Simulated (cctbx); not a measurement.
**Interatomic vectors of CdAgBr3**

Space group Pnma (no. 62), a = 9.0820 Å, b = 4.0360 Å, c = 15.1010 Å, α = 90.00°, β = 90.00°, γ = 90.00°, content Cd4 Ag4 Br12.

Simulated single-crystal data (cctbx): Mo Kα, λ = 0.71073 Å, to d = 0.6 Å, 95 % of the full sphere, strongest reflection 5000 counts, noise from counting, a 3 % proportional error and a noise floor of 2 counts (s.d.); no absorption.

Patterson synthesis, origin scaled to 1000:

```text
Patterson group P m m m
      u       v       w   height  length (A)
  0.000   0.000   0.000   1000.0     0.00
  0.156   0.500   0.500    205.1     7.94
  0.500   0.000   0.049    194.7     4.60
  0.329   0.500   0.103    187.8     3.93
  0.000   0.000   0.436    185.9     6.58
  0.463   0.500   0.280    184.8     6.30
  0.230   0.000   0.384    172.2     6.16
  0.178   0.500   0.057    169.6     2.72
  0.144   0.000   0.158    166.4     2.72
  0.376   0.500   0.118    154.7     4.34
  0.352   0.000   0.458    150.7     7.62
  0.141   0.000   0.391    148.8     6.04
  0.279   0.000   0.326    147.0     5.54
  0.266   0.000   0.232    138.5     4.26
```

Q: Assign the vectors.

A peak at u stands for all pairs with xi − xj = u, with weight Σ ZiZj against Σ Z² = 32752 at the origin. Peak heights follow these weights only roughly, since form factors, motion and series ripples differ, all vectors within 0.55 Å of a peak are counted as merged into it though the farther ones add only part of their weight, and F(000) is left out, which lowers the whole map:

| u | v | w | shortest length (Å) | height | 1000 ΣZiZj/ΣZ² | pairs in the cell |
| --- | --- | --- | --- | --- | --- | --- |
| 0.156 | 0.500 | 0.500 | 7.94 | 205 | 290 | 4 × Br–Br, 2 × Cd–Cd |
| 0.500 | 0.000 | 0.049 | 4.60 | 195 | 280 | 4 × Cd–Br, 2 × Br–Br |
| 0.329 | 0.500 | 0.103 | 3.93 | 188 | 220 | 4 × Br–Br, 1 × Cd–Cd |
| 0.000 | 0.000 | 0.436 | 6.58 | 186 | 205 | 4 × Cd–Br |
| 0.463 | 0.500 | 0.280 | 6.30 | 185 | 278 | 2 × Cd–Br, 2 × Ag–Br, 2 × Br–Br |
| 0.230 | 0.000 | 0.384 | 6.16 | 172 | 213 | 2 × Cd–Ag, 2 × Br–Br |
| 0.178 | 0.500 | 0.057 | 2.73 | 170 | 205 | 4 × Cd–Br |
| 0.144 | 0.000 | 0.158 | 2.72 | 166 | 205 | 4 × Cd–Br |
| 0.376 | 0.500 | 0.118 | 4.35 | 155 | 208 | 2 × Cd–Ag, 1 × Cd–Cd |
| 0.352 | 0.000 | 0.458 | 7.62 | 151 | 203 | 2 × Cd–Br, 2 × Ag–Br |

The table stops at ten peaks or at a height of 45, below which ripples compete. In the model behind the data Cd, the heaviest element, has 1 independent site: (0.8271, 3/4, 0.9441), up to an allowed shift of origin; the Cd–Cd vectors are differences of these positions and their symmetry mates. Elements of similar Z can't be told apart from the map alone. The whole model:

```
atom  mult.       x    y       z  Ueq (Å²)
 Cd1      4  0.8271  3/4  0.9441    0.0046
 Ag1      4  0.5621  3/4  0.1767    0.0046
 Br1      4  0.9843  3/4  0.1067    0.0054
 Br2      4  0.8374  3/4  0.5079    0.0062
 Br3      4  0.6975  3/4  0.7917    0.0057
```

This is a model crystal, built by substitution and not relaxed, with assumed displacement parameters.

[Logs are printed without paths, hosts, clocks, repeated set-up lines and the standing remarks that a program may print on its own settings, such as how far it seeks lower states.]
